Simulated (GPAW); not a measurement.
# A GW chain in GPAW: SnS2 (1T monolayer), part 2 of 2

Aim: the G0W0 gap of SnS2 (1T monolayer) on LDA, step by step.

GPAW 26.7.0; LDA and many-body steps on it, plane waves. Known limits of the many-body steps: short of the basis limit; no spin-orbit coupling.

So far. Step 3 (Bands along the symmetry lines): The gap is 1.475 eV, −0.007 eV from the run before at this level. Step 4 (Empty states on the mesh, 9×9×1 mesh, 265 bands): On this mesh the gap is 1.542 eV. The earlier step found 1.482 eV, so this mesh misses an edge.

### Step 5. Screening and self-energy, 9×9×1 mesh, 118 bands, screening to 48 eV

Now the one-shot GW correction: screening in the RPA, then the self-energy of the levels asked for.

This step: G0W0 on LDA, plane waves, PAW.

run.py

```python
import json
import numpy as np
from gpaw.mpi import world
from gpaw.response.g0w0 import G0W0

gw = G0W0('full.gpw',
    filename='gw',
    kpts=[0, 1, 9],
    bands=(11, 15),
    ecut=48,
    nbands=118,
    truncation='2D',
    integrate_gamma='sphere',
    q0_correction=True,
    frequencies={'type': 'nonlinear', 'domega0': 0.15, 'omega2': 15.0},
    eta=0.1,
    nblocksmax=True)
gw.calculate()
res = {mode: {k: v for k, v in r.items() if k != 'sigma_eskwn'}
       for mode, r in gw.all_results.items()}

if world.rank == 0:
    with open('result.json', 'w') as f:
        json.dump(res, f, default=lambda x: x.tolist())
```

Run with:

```console
$ mpirun -n 8 gpaw python run.py
```

Log:

```text
Using integrator: PointIntegrator
NonLinearFrequencyDescriptor(from 0.000 to 67.346 eV, 158 points)
Nonperiodic BCs:  [False False  True]
Using integrator: PointIntegrator
NonLinearFrequencyDescriptor(from 0.000 to 67.346 eV, 158 points)
Nonperiodic BCs:  [False False  True]
Applying analytical 2D correction to W:
    Evaluating Gamma point contribution to W on a 17x17x1 grid
  ___  _ _ _
 |   || | | |
 | | || | | |
 |__ ||_____|
 |___|

BZ k-points: Symmetries present (total): 12

  [... matrices ...]
81 k-points: 9 x 9 x 1 Monkhorst-Pack grid
12 k-points in the irreducible part of the Brillouin zone
       k-points in crystal coordinates                weights
   0:     0.00000000    0.00000000    0.00000000          1/81
   1:     0.11111111    0.00000000    0.00000000          6/81
   2:     0.22222222   -0.11111111    0.00000000          6/81
   3:     0.22222222    0.00000000    0.00000000          6/81
   4:     0.33333333   -0.11111111    0.00000000         12/81
   5:     0.33333333    0.00000000    0.00000000          6/81
   6:     0.33333333    0.33333333    0.00000000          2/81
   7:     0.44444444   -0.22222222    0.00000000          6/81
   8:     0.44444444   -0.11111111    0.00000000         12/81
   9:     0.44444444    0.00000000    0.00000000          6/81
          ...
  11:     0.44444444    0.44444444    0.00000000          6/81

Distributing spins, k-points and bands (1 x 3 x 4) over 1 process
Number of blocks: 8

Quasi particle states:
k-points (IBZ indices): [0, 1, 9]
Band range: (11, 15)
  [... matrices ...]
Computational parameters:
Plane wave cut-off: 48 eV
Number of bands: 118
Coulomb cutoff: 2D
Broadening: 0.1 eV

fxc modes: GW
Kernel: RPA
Using full-frequency real axis integration
Summing all q:

Calculating screened Coulomb potential
2D Coulomb truncation
NonLinearFrequencyDescriptor(from 0.000 to 67.346 eV, 158 points)
Removing empty qpoint cache files...

Calculating chi0 body with:
    Ground state adapter containing:
    Number of spins: 1
    Number of kpoints: 81
    Number of irreducible kpoints: 12
    Number of completely occupied states: 13
    Number of partially occupied states: 13
    Occupied states memory: 4.498901 M / cpu

    Linear response parametrization:
    q_c: [0.0, 0.0, 0.0]
    Number of frequency points: 158
    Planewave cutoff: 48.0
    Number of bands: 118
    Number of planewaves: 111
    Broadening (eta): 0.1
    comm.size: 8
    kncomm.size: 1
    blockcomm.size: 8

    Memory estimate of potentially large arrays:
        chi0_wGG: 3.713070 M / cpu
Integrating chi0 body.

Symmetries of q_c:
    Direct symmetries (Uq -> q): 12
    Indirect symmetries (TUq -> q): 0
In total 12 allowed symmetries.

  [... matrices ...]
12 groups of equivalent kpoints. 85.185185% reduction.

Integral kind: spectral function
Integrating chi0 head and wings.

Symmetries of q_c:
    Direct symmetries (Uq -> q): 12
    Indirect symmetries (TUq -> q): 0
In total 12 allowed symmetries.

  [... matrices ...]
12 groups of equivalent kpoints. 85.185185% reduction.

Integral kind: spectral function wings

Calculating chi0 body with:
    Ground state adapter containing:
    Number of spins: 1
    Number of kpoints: 81
    Number of irreducible kpoints: 12
    Number of completely occupied states: 13
    Number of partially occupied states: 13
[... the further q-points ...]

Results:
f:      Occupation numbers
eps:     KS-eigenvalues [eV]
vxc:     KS vxc [eV]
exx:     Exact exchange [eV]
sigma:   Self-energies [eV]
dsigma:  Self-energy derivatives
Z:       Renormalization factors
qp:      QP-energies [eV]

k-point 0 (0): (0.000, 0.000, 0.000)                GW
band       f     eps     vxc     exx   sigma  dsigma       Z      qp
                                                                   GW
  11   1.000  -2.130 -16.296 -18.396   1.793  -0.339   0.747  -2.360
  12   1.000  -2.130 -16.296 -18.396   1.793  -0.339   0.747  -2.360
  13   0.000   0.432 -15.553 -11.389  -2.345  -0.269   0.788   1.866
  14   0.000   1.672 -12.976  -8.246  -3.083  -0.260   0.794   2.979

k-point 1 (1): (0.111, 0.000, 0.000)                GW
band       f     eps     vxc     exx   sigma  dsigma       Z      qp
                                                                   GW
  11   1.000  -2.696 -15.614 -17.875   1.895  -0.352   0.740  -2.967
  12   1.000  -2.047 -16.245 -18.356   1.807  -0.340   0.746  -2.274
  13   0.000   0.906 -16.272 -11.929  -2.393  -0.304   0.767   2.401
  14   0.000   2.306 -13.287  -8.411  -3.164  -0.277   0.783   3.647

k-point 2 (9): (0.444, 0.000, 0.000)                GW
band       f     eps     vxc     exx   sigma  dsigma       Z      qp
                                                                   GW
  11   1.000  -2.614 -15.160 -17.980   2.233  -0.364   0.733  -3.045
  12   1.000  -2.316 -15.967 -18.270   1.910  -0.348   0.742  -2.607
  13   0.000  -0.505 -14.571 -10.576  -2.211  -0.288   0.776   0.879
  14   0.000   2.611 -12.519  -7.669  -3.199  -0.278   0.782   3.903
```

Wall time 1.8 min (8 MPI ranks of Arm Neoverse V2, shared host); peak memory 3.2 GiB; 13 min of CPU time.

Read from the output:

| Property | Result |
| --- | --- |
| G0W0 gap on the mesh | 3.153 eV |
| least direct G0W0 gap on the computed points | 3.486 eV |
| Z at the valence top | 0.7462 |
| Z at the conduction bottom | 0.7762 |
| starting gap on the mesh | 1.542 eV |
| k of the valence top | 0.1111, 0, 0 |
| k of the conduction bottom | 0.4444, 0, 0 |

The gap on the mesh goes from 1.54 eV to 3.15 eV, a correction of +1.61 eV. The start differs from the 1.48 eV found before because the two sample other k points.

Limits: finite bands, cutoff and mesh; no spin-orbit coupling. v1 is the top filled band, c1 the lowest empty one. The levels before and after the correction (eV, zero at the valence-band top of each column):

|  | conduction bottom | valence top |
| --- | --- | --- |
| Kohn-Sham | 1.54 | 0.00 |
| G0W0 | 3.15 | 0.00 |

|  | level | energy (eV) |
| --- | --- | --- |
| Kohn-Sham | (0.111 0 0) v2 | -0.649 |
| Kohn-Sham | (0.111 0 0) v1 | 0.000 |
| Kohn-Sham | (0.111 0 0) c1 | 2.953 |
| Kohn-Sham | (0.111 0 0) c2 | 4.353 |
| Kohn-Sham | (0.444 0 0) v2 | -0.567 |
| Kohn-Sham | (0.444 0 0) v1 | -0.269 |
| Kohn-Sham | (0.444 0 0) c1 | 1.542 |
| Kohn-Sham | (0.444 0 0) c2 | 4.658 |
| G0W0 | (0.111 0 0) v2 | -0.693 |
| G0W0 | (0.111 0 0) v1 | 0.000 |
| G0W0 | (0.111 0 0) c1 | 4.675 |
| G0W0 | (0.111 0 0) c2 | 5.921 |
| G0W0 | (0.444 0 0) v2 | -0.771 |
| G0W0 | (0.444 0 0) v1 | -0.333 |
| G0W0 | (0.444 0 0) c1 | 3.153 |
| G0W0 | (0.444 0 0) c2 | 6.177 |

### Step 6. Where the time went

Times are wall times on 8 MPI ranks of Arm Neoverse V2, shared host, good to a factor of about two.

| step | time | share | memory (GiB) |
| --- | --- | --- | --- |
| ground state | 7.4 s | 3 % | 1.2 |
| bands along the symmetry lines | 9.8 s | 4 % | 1.3 |
| empty states on the mesh | 98 s | 44 % | 7.1 |
| screening and self-energy | 1.8 min | 48 % | 3.2 |

### Step 7. Results

```yaml
lda_gap: 1.47 eV, indirect
g0w0_gap_on_the_mesh: 3.15 eV
g0w0_gap_over_the_zone_rigid_shift: 3.09 eV
gw_settings: 9×9×1 mesh, 118 bands, screening to 48 eV, full frequency, Hilbert transform
known_limits: short of the basis limit; no spin-orbit coupling
```

**Reading.** G0W0 moves the gap on the mesh from 1.54 eV to 3.15 eV (+1.61 eV), with Z of 0.75 and 0.78 at the edges. The mesh misses the band edges by 0.07 eV in all; a rigid shift gives 3.09 eV for the zone. Bands and cutoff are finite, so the gap stands short of the basis limit, usually by up to a few tenths of an eV; the mesh is an error of its own. In this program the long-wavelength screening can come out low in d oxides and layered crystals. The many-body steps are scalar-relativistic: spin-orbit coupling is not in them.

[Long decimals in the printed logs are rounded to 6 places.]

[Logs are printed without paths, hosts, clocks, repeated set-up lines and the standing remarks that a program may print on its own settings, such as how far it seeks lower states.]

[Paths, hosts, dates, memory and timing lines, banners, echoed tables and standing remarks are left out of the program output; an Ansatz launch command may be rebuilt from the run's recorded settings. Measured values are a selection of at most five: reports struck by readers or far from the other reports are left out. None is set beside runs whose start may be inverted or whose files or cutoffs have a known fault.]

[Runs of the session that timed out or met a known fault of the program may be left out.]

[Hosts, paths, dates, database ids (printed as entryN), source tags and the programs' standing remarks are cut or masked in the printed files.]

[Where the starting crystal was built by hand or by swapping elements, it need not be the compound's stable phase.]
